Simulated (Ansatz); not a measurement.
# From PBE to G0W0: KBaCeBiO6 (F-43m)

Wanted: the gap of KBaCeBiO6 (F-43m) with a many-body correction, and the time that it takes.

Main program and level: Ansatz 0.2.0; PBE, then G0W0 on it, plane waves, PAW.

Report form: the programs' logs are mostly left out.

In doubt: one-shot GW on d or f shells is unsure (step 3), so the values of those runs are not to be relied on; a part-filled 4f shell, where there is one, can sit in one of many states (step 4), so energies may not be the lowest and differences between runs may mislead; derivatives with an open 4f shell can jump between states (step 4), which bears on forces and vibrations; masses and optical values from hybrid runs of this build are listed as unsure (in some of the runs), which bears on the screening that GW takes from such a start.

### 1. The structure

The structure is cubic, space group F-43m (No. 216). Conventional cell: a = 8.728 Å, b = 8.728 Å, c = 8.728 Å, α = 90.00°, β = 90.00°, γ = 90.00°. Nearest to K lie 12 O at 3.09 Å. Nearest to Ba lie 12 O at 3.09 Å. Nearest to Ce lie 6 O at 2.22 Å. Bi has 6 O at 2.14 Å nearest. Nearest to O lie 1 Bi at 2.14 Å and 1 Ce at 2.22 Å and 2 Ba at 3.09 Å and 2 K at 3.09 Å. Farther neighbours and most contacts between anions are not listed.

The cell and positions are those that the Materials Project relaxed with its own functionals (PBE, PBE+U or r2SCAN), kept fixed. At the settings of the band run the largest force is still 0.13 eV/Å. Spin-orbit coupling is left out unless a step names it.

### 2. Bands along the symmetry lines

Levels along a band path and on the mesh show where this functional puts the band edges.

This step: DFT, PBE, plane waves, PAW; PAW set soft_1.

input.yaml

```yaml
crystal:
  lattice:
    - [0.0, 4.3639834, 4.3639834]
    - [4.3639834, 0.0, 4.3639834]
    - [4.3639834, 4.3639834, 0.0]
  atoms:
    - { symbol: K, position: [0.75, 0.75, 0.75] }
    - { symbol: Ba, position: [0.25, 0.25, 0.25] }
    - { symbol: Ce, position: [0.5, 0.5, 0.5] }
    - { symbol: Bi, position: [0.0, 0.0, 0.0] }
    - { symbol: O, position: [0.75466446, 0.24533554, 0.24533554] }
    - { symbol: O, position: [0.24533554, 0.75466446, 0.75466446] }
    - { symbol: O, position: [0.75466446, 0.75466446, 0.24533554] }
    - { symbol: O, position: [0.24533554, 0.24533554, 0.75466446] }
    - { symbol: O, position: [0.24533554, 0.75466446, 0.24533554] }
    - { symbol: O, position: [0.75466446, 0.24533554, 0.75466446] }
kpoints:
  mp_grid: { grid: [6, 6, 6] }
  band_path:
    path:
      - [[0.0, 0.0, 0.0], [-0.5, -0.5, 0.0], [-0.375, -0.375, 0.25]]
      - [[-0.375, 0.0, 0.375], [0.0, 0.0, 0.0], [0.0, 0.0, 0.5], [-0.5, -0.25, 0.25], [-0.5, -0.5, 0.0]]
    npoints: 10
hamiltonian:
  xc: pbe
  pseudopotentials: { kind: paw, azcp: { folder: soft_1 } }
scf:
  occupations: { method: fermi_dirac, width: 0.02 }
  n_extra_bands: 7
output:
  eigenvalues: true
  forces: true
  stress: true
  write_density: true
  write_potential: true
  elf: true
  volumetric_format: npy
```

Launch:

```bash
$ ansatz run input.yaml --threads 2 --pin off --max-ram 92160MiB --backend cuda --events-out ev --progress --plain --runs-dir out --devices 1 --max-vram 13GiB
```

Wall time 8.5 s (1 × NVIDIA H100 80GB HBM3 (shared by 6 runs) with 2 threads of AMD EPYC 7R13 (Zen 3), shared host); peak memory 1 GiB; 10 s of CPU time.

This step gave:

| Property | Result |
| --- | --- |
| pressure | -0.7958 GPa |
| filled bands | 41 |
| gap | 1.576 eV |
| valence top at | Γ |
| conduction bottom at | X |
| least direct gap | 1.605 eV |

Over mesh and path the gap is 1.576 eV, from k = Γ to k = (-0.500, -0.500, 0.000). The least direct gap found is 1.605 eV, at k = (-0.500, -0.500, 0.000).

Electronic bands along the path, in eV, zero at the top of the highest nominally filled band:

```
    point  band 38  band 39  band 40  band 41  band 42  band 43  band 44  band 45
        Γ    -0.93     0.00     0.00     0.00     2.07     2.18     2.36     2.36
  halfway    -0.84    -0.32    -0.32    -0.01     1.88     2.07     2.34     2.34
        X    -0.88    -0.77    -0.77    -0.03     1.58     2.07     2.29     2.29
  halfway    -0.84    -0.74    -0.74    -0.06     1.62     2.07     2.30     2.30
        U    -0.80    -0.63    -0.57    -0.14     1.70     2.08     2.30     2.32
jump to K    -0.80    -0.63    -0.57    -0.14     1.70     2.08     2.30     2.32
  halfway    -0.71    -0.30    -0.20    -0.19     1.86     2.07     2.32     2.35
        Γ    -0.93     0.00     0.00     0.00     2.07     2.18     2.36     2.36
  halfway    -0.87    -0.17    -0.17    -0.15     1.90     2.07     2.34     2.34
        L    -0.66    -0.39    -0.28    -0.28     1.80     2.07     2.32     2.32
  halfway    -0.71    -0.51    -0.34    -0.26     1.77     2.08     2.31     2.33
        W    -0.89    -0.87    -0.36    -0.24     1.69     2.08     2.30     2.33
  halfway    -0.82    -0.81    -0.61    -0.09     1.65     2.08     2.30     2.31
        X    -0.88    -0.77    -0.77    -0.03     1.58     2.07     2.29     2.29
```

ELF in the ac plane of the conventional cell at fractional y = 0.000, with atoms of Ce and Bi and O within 0.2 Å of it. It is the smooth field of the valence electrons, not physical close to the nuclei.

Values, 13 rows by 16 columns, each cell a mean:
```
0.18 0.29 0.44 0.72 0.75 0.48 0.52 0.69 0.62 0.67 0.35 0.74 0.72 0.58 0.29 0.21
0.38 0.25 0.15 0.42 0.50 0.18 0.17 0.41 0.44 0.25 0.12 0.43 0.49 0.20 0.18 0.35
0.67 0.66 0.22 0.04 0.04 0.12 0.54 0.72 0.69 0.65 0.23 0.04 0.04 0.11 0.55 0.72
0.68 0.74 0.28 0.03 0.02 0.15 0.63 0.71 0.63 0.73 0.27 0.03 0.02 0.15 0.64 0.73
0.42 0.25 0.09 0.27 0.33 0.13 0.23 0.45 0.48 0.31 0.10 0.26 0.34 0.12 0.18 0.39
0.69 0.60 0.30 0.74 0.76 0.52 0.27 0.26 0.23 0.28 0.38 0.74 0.78 0.42 0.45 0.73
0.39 0.70 0.41 0.70 0.58 0.63 0.30 0.14 0.11 0.27 0.50 0.65 0.64 0.52 0.58 0.55
0.67 0.49 0.23 0.68 0.74 0.42 0.22 0.28 0.27 0.26 0.30 0.68 0.75 0.35 0.35 0.66
0.50 0.35 0.11 0.16 0.18 0.08 0.31 0.58 0.60 0.42 0.12 0.15 0.19 0.08 0.26 0.48
0.62 0.77 0.32 0.03 0.01 0.17 0.68 0.71 0.60 0.77 0.32 0.03 0.02 0.17 0.68 0.72
0.68 0.55 0.15 0.07 0.09 0.10 0.41 0.61 0.62 0.50 0.15 0.07 0.09 0.09 0.43 0.67
0.31 0.23 0.21 0.57 0.65 0.27 0.24 0.52 0.55 0.35 0.16 0.57 0.64 0.31 0.19 0.30
0.14 0.28 0.48 0.69 0.68 0.51 0.56 0.62 0.48 0.69 0.39 0.73 0.64 0.61 0.30 0.17
```
Columns run along a (8.7 Å), rows up along c (8.7 Å), edges of the conventional cell, whose origin can differ from the input's. Atoms in or near the plane, at fractional coordinates: Ce at (0.50, 0.00), Ce at (0.00, 0.50), Bi at (0.00, 0.00), Bi at (0.50, 0.50), O at (0.25, 0.00), O at (0.75, 0.50), O at (0.75, 0.00), O at (0.25, 0.50), O at (0.00, 0.25), O at (0.50, 0.75), O at (0.50, 0.25), O at (0.00, 0.75).

Electrostatic potential energy in the ac plane of the conventional cell at fractional y = 0.000, with atoms of Ce and Bi and O within 0.2 Å of it. With pseudopotentials it is smooth inside the atoms' cores, unlike the true potential.

Ten even steps from '0' (-44 eV) to '9' (13 eV), each cell a mean:
```
003762258631124773237610
126886689743236897689741
568999999876568999999976
789999999998889999999997
369999999985469999999983
039999999962149999999962
259999999962149999999973
689999999986579999999997
789999999987789999999987
457999999863357999999864
235885368620015874468632
124762037510003751148521
124773237610003762258631
236897689741126886689743
568999999976568999999876
889999999997789999999998
469999999983369999999985
149999999962039999999962
149999999973259999999962
579999999997689999999986
789999999987789999999987
357999999864457999999863
015874468632235885368620
003751148521124762037510
```
Columns run along a (8.7 Å; values clipped at the 3rd and 97th percentile), rows up along c (8.7 Å), edges of the conventional cell, whose origin can differ from the input's. Atoms in or near the plane, at fractional coordinates: Ce at (0.50, 0.00), Ce at (0.00, 0.50), Bi at (0.00, 0.00), Bi at (0.50, 0.50), O at (0.25, 0.00), O at (0.75, 0.50), O at (0.75, 0.00), O at (0.25, 0.50), O at (0.00, 0.25), O at (0.50, 0.75), O at (0.50, 0.25), O at (0.00, 0.75).

### 3. The quasiparticle correction

G0W0 replaces the xc potential by a self-energy built once from the orbitals of the start. Levels are corrected in the window of bands that the input names, at points of the mesh.

This step: G0W0 on PBE, plane waves, PAW; PAW set soft_1.

input.yaml, the sections that differ from step 2:

```yaml
kpoints:
  mp_grid: { grid: [4, 4, 4] }
scf:
  occupations: { method: fixed }
gw:
  n_empty_bands: 911
  ecut_chi: 180.0
  qp_bands: [v3, c3]
  qp_kpoints: band_edges
  screening: { model: contour_deformation }
# crystal, hamiltonian: as in step 2
# output: removed
```

Run time: 59 s. Hardware: 1 × NVIDIA H100 80GB HBM3 (shared by 6 runs) with 2 threads; peak memory 2.8 GiB; 86 s of CPU time.

This step gave:

- bands summed: 952
- RPA ε∞ on this mesh (eigenvalues): 5.511, 5.511, 5.511
- plane waves in the screening matrix: 941
- q-points in the mesh: 64
- G0W0 gap over the corrected points: 2.687 eV
- k of the valence top: 0, 0, 0
- k of the conduction bottom: 0, -0.5, -0.5
- starting gap on the mesh: 1.576 eV
- Z at the valence top: 0.6863
- Z at the conduction bottom: 0.7441
- least direct G0W0 gap over the corrected points: 2.721 eV

Over all 8 irreducible mesh points the G0W0 gap is 2.687 eV, from k = Γ to k = (0.000, -0.500, -0.500). The PBE gap of this run on the mesh is 1.576 eV. The two states that bound the G0W0 gap lie that far apart at the start, so the correction of the gap is 2.687 − 1.576 = +1.111 eV. The start of this run differs from the step before in mesh (6×6×6 and 4×4×4). The program's warnings for this run: metallic iterate. The program marks 19 of the 48 corrected levels as in doubt (Z under floor, energies apart), neither edge state among them.

Labels follow the order of the start: v1 is the top filled band, c1 the lowest empty one; levels that stay degenerate share a row, the window can cut a multiplet, doubted levels are not marked in this list, bands outside the window were not corrected, and the list may be a part of the corrected levels. The levels before and after the correction (eV, zero at the valence-band top of each column):

```
           conduction bottom  valence top
Kohn-Sham               1.58         0.00
     G0W0               2.69         0.00
```

```
                         level  occupation  energy (eV)
Kohn-Sham              Γ v3-v1           2        0.000
Kohn-Sham                 Γ c1           0        2.066
Kohn-Sham                 Γ c2           0        2.179
Kohn-Sham                 Γ c3           0        2.356
Kohn-Sham  (0 -0.5 -0.5) v3-v2           2       -0.772
Kohn-Sham     (0 -0.5 -0.5) v1           2       -0.029
Kohn-Sham     (0 -0.5 -0.5) c1           0        1.576
Kohn-Sham     (0 -0.5 -0.5) c2           0        2.075
Kohn-Sham     (0 -0.5 -0.5) c3           0        2.293
     G0W0              Γ v3-v1           2        0.000
     G0W0                 Γ c1           0        4.318
     G0W0                 Γ c2           0        3.398
     G0W0                 Γ c3           0        4.586
     G0W0  (0 -0.5 -0.5) v3-v2           2       -0.725
     G0W0     (0 -0.5 -0.5) v1           2       -0.034
     G0W0     (0 -0.5 -0.5) c1           0        2.687
     G0W0     (0 -0.5 -0.5) c2           0        4.348
     G0W0     (0 -0.5 -0.5) c3           0        4.555
```

The parts of the quasiparticle energy for the two states that bound the G0W0 gap, in eV on the run's own scale (QP = start + Σx + Σc − Vxc, with Σc at the quasiparticle energy):

```
             edge                        k  band  start       Σx      Σc      Vxc      Z     QP
      valence top                        Γ    39  7.581  −25.799   4.889  −20.410  0.686  7.081
conduction bottom  (0.000, -0.500, -0.500)    42  9.157  −17.784  −2.847  −21.241  0.744  9.767
```

### 4. Spin-orbit coupling

This run has two-component orbitals with spin-orbit coupling.

This step: DFT, PBE with spin-orbit coupling, plane waves, PAW; PAW set soft_1.

input.yaml, as its differences from that of step 3:

```diff
@@ -17,13 +17,28 @@
 kpoints:
-  mp_grid: { grid: [4, 4, 4] }
+  mp_grid: { grid: [6, 6, 6] }
+  band_path:
+    path:
+      - [0.0, 0.0, 0.0]
+      - [-0.5, -0.5, 0.0]
+      - [-0.375, -0.375, 0.25]
+      - [-0.375, 0.0, 0.375]
+      - [0.0, 0.0, 0.5]
+      - [-0.5, -0.25, 0.25]
+    npoints: 1
 hamiltonian:
   xc: pbe
-  pseudopotentials: { kind: paw, azcp: { folder: soft_1 } }
+  pseudopotentials: { kind: paw_fr, azcp: { folder: soft_1 } }
 scf:
   occupations: { method: fixed }
-gw:
-  n_empty_bands: 911
-  ecut_chi: 180.0
-  qp_bands: [v3, c3]
-  qp_kpoints: band_edges
-  screening: { model: contour_deformation }
+  n_extra_bands: 14
+magnetization:
+  noncollinear: true
+  spin_orbit: true
+output:
+  eigenvalues: true
+  forces: true
+  stress: true
+  write_density: true
+  write_potential: true
+  elf: true
+  volumetric_format: npy
```

Run time: 19 s. Hardware: 1 × NVIDIA H100 80GB HBM3 (shared by 6 runs) with 2 threads; peak memory 1.3 GiB; 27 s of CPU time.

Numbers from this step:

```yaml
pressure: -0.8535 GPa
gap: 1.614 eV
valence_top_at: Γ
conduction_bottom_at: X
least_direct_gap: 1.648 eV
```

Over mesh and listed points the gap is 1.614 eV, from k = Γ to k = (-0.500, -0.500, 0.000). The least direct gap found is 1.648 eV, at k = (-0.500, -0.500, 0.000). PBE+SOC against PBE: 1.614 − 1.576 = +0.038 eV, with the same mesh, set of files (read in its fully relativistic form for the spin-orbit run) and cutoff, and both edges at the same k points. The spin-orbit run sees mesh and listed points alone, so its gap is an upper bound: the coupling can move an edge off these points, the more so as this crystal has no centre of inversion, and the change over the zone, its sign included where it is small, is not known. The program's warnings for this run: metallic iterate.

### 5. The runs together

Each gap is the least one over the points named; times are wall times on shared hosts, not benchmarks. A G0W0 time includes the run's own self-consistent start. Runs with listed points see these and the mesh alone, so an edge that moves elsewhere is missed. Rows marked * are further runs, not shown as steps, whose inputs differ from the G0W0 step on the same start in the columns given; solver thresholds can differ too. Symmetry makes (-0.500, -0.500, 0.000) and (0.000, -0.500, -0.500) one point.

```
    level   mesh       files, cutoff    bands summed, screening                         points  gap (eV)  valence top        conduction bottom  least direct gap (eV)   time
      PBE  6×6×6  soft_1 PAW, 420 eV                          -                  mesh and path     1.576            Γ  (-0.500, -0.500, 0.000)                  1.605  8.5 s
  PBE+SOC  6×6×6  soft_1 PAW, 420 eV                          -         mesh and listed points     1.614            Γ  (-0.500, -0.500, 0.000)                  1.648   19 s
G0W0@PBE*  4×4×4  soft_1 PAW, 420 eV                 190, 54 eV  all 8 irreducible mesh points     2.922            Γ  (0.000, -0.500, -0.500)                  2.959   22 s
G0W0@PBE*  4×4×4  soft_1 PAW, 420 eV                464, 108 eV  all 8 irreducible mesh points     2.764            Γ  (0.000, -0.500, -0.500)                  2.799   52 s
 G0W0@PBE  4×4×4  soft_1 PAW, 420 eV                952, 180 eV  all 8 irreducible mesh points     2.687            Γ  (0.000, -0.500, -0.500)                  2.721   59 s
G0W0@PBE*  2×2×2  soft_1 PAW, 420 eV                464, 108 eV  all 3 irreducible mesh points     2.768            Γ  (0.000, -0.500, -0.500)                  2.802   14 s
G0W0@PBE*  4×4×4  soft_1 PAW, 420 eV  952, 180 eV, plasmon pole  all 8 irreducible mesh points     2.797            Γ  (0.000, -0.500, -0.500)                  2.835  2 min
```

### 6. Results

```
PBE gap over mesh and path                      : 1.576 eV, from k = Γ to k = (-0.500, -0.500, 0.000)
G0W0@PBE gap over all 8 irreducible mesh points : 2.687 eV, from k = Γ to k = (0.000, -0.500, -0.500)
PBE+SOC gap over mesh and listed points         : 1.614 eV
GW settings                                     : 4×4×4 mesh, 911 empty bands, screening to 180 eV, PAW set soft_1 files
known limits                                    : finite bands, screening cutoff and k mesh; no spin-orbit coupling in G0W0; no spin polarisation
```

Over all 8 irreducible mesh points the G0W0 gap is 2.687 eV, from k = Γ to k = (0.000, -0.500, -0.500). The PBE gap of this run on the mesh is 1.576 eV. The two states that bound the G0W0 gap lie that far apart at the start, so the correction of the gap is 2.687 − 1.576 = +1.111 eV. The valence state moves by 7.081 − 7.581 = −0.500 eV and the conduction state by 9.767 − 9.157 = +0.610 eV, on the run's own scale; with 190 bands the edge states move by −0.061 and +1.284 eV, so the split between the edges depends on the bands and cutoff. Both edges that PBE shows over mesh and path lie at k points where levels were corrected. Levels at other points were not corrected, so a lower G0W0 gap elsewhere in the zone is not ruled out. From 190 bands and 54 eV to 952 bands and 180 eV the gap moves by 2.687 − 2.922 = −0.235 eV (rung by rung 2.922, 2.764, 2.687 eV); bands and screening cutoff rise together, so their parts are not told apart. A line in one over the bands through the two highest rungs gives 2.687 + (2.687 − 2.764) × 464 / (952 − 464) = 2.614 eV, and through the pair below 2.764 + (2.764 − 2.922) × 190 / (464 − 190) = 2.654 eV. The two differ by 0.040 eV, not under the 0.030 eV asked, so the law does not hold well over these rungs and the limit is not known. With the 2×2×2 mesh in place of the 4×4×4 mesh and all else as in the G0W0@PBE row with 464 bands, the gap differs by 2.768 − 2.764 = +0.004 eV, and that of the start by 1.565 − 1.576 = −0.011 eV. With the plasmon pole model in place of the contour deformation model and all else as in the G0W0@PBE row with 952 bands, the gap differs by 2.797 − 2.687 = +0.110 eV. G0W0 on other starts in this series, not shown as steps and not all at these settings: 3.391 eV on HSE06 (4×4×4, soft_1 PAW, 952 bands, 180 eV) and 2.704 eV on PBEsol (4×4×4, soft_1 PAW, 952 bands, 180 eV). PBE+SOC against PBE: 1.614 − 1.576 = +0.038 eV, with the same mesh, set of files (read in its fully relativistic form for the spin-orbit run) and cutoff, and both edges at the same k points. The spin-orbit run sees mesh and listed points alone, so its gap is an upper bound: the coupling can move an edge off these points, the more so as this crystal has no centre of inversion, and the change over the zone, its sign included where it is small, is not known. What spin-orbit coupling does to the G0W0 levels was not computed, so no sum with the G0W0 gap is formed. For the G0W0 step: the program's warnings for this run: metallic iterate. The program marks 19 of the 48 corrected levels as in doubt (Z under floor, energies apart), neither edge state among them. For the further run with 190 bands on the 4×4×4 mesh, the program warns: metallic iterate. For the further run with 464 bands on the 4×4×4 mesh, the program warns: metallic iterate. For the further run with 952 bands on the 4×4×4 mesh, the program warns: metallic iterate. The G0W0 runs are scalar-relativistic. The runs have no spin polarisation, and the cell holds Ce; whether a magnetic state lies lower is not shown here. The cell holds Ce; where the f levels lie against the gap was not analysed here. G0W0@PBE runs of this series with other atomic data on the same mesh, not shown as steps, give 2.757 eV (hard PAW, 930 eV, 1396 bands, screening to 234 eV); where bands and cutoffs differ too, the part of the files is not isolated.

[Paths, hosts, dates, memory and timing lines, banners, echoed tables and standing remarks are left out of the program output.]

[Logs are printed without paths, hosts, clocks, repeated set-up lines and the standing remarks that a program may print on its own settings, such as how far it seeks lower states.]

[Runs of the session that timed out or met a known fault of the program may be left out.]

[Cells called generated may have been cut or substituted from an entry of the Crystallography Open Database or the Materials Project.]

[Hosts, paths, dates, database ids (printed as entryN), source tags and the programs' standing remarks are cut or masked in the printed files.]

[Where an RPA ε∞ is given, it is that of the G0W0 mesh and is not shown converged in it. Names of k-points follow the symmetry that the program found, which can be lower than the space group named. Band edges on a path are those of the sampled points; other points can move an edge, and change direct to indirect where valleys lie close.]

[Hybrid gaps are those of their k-mesh and are not shown converged in it.]
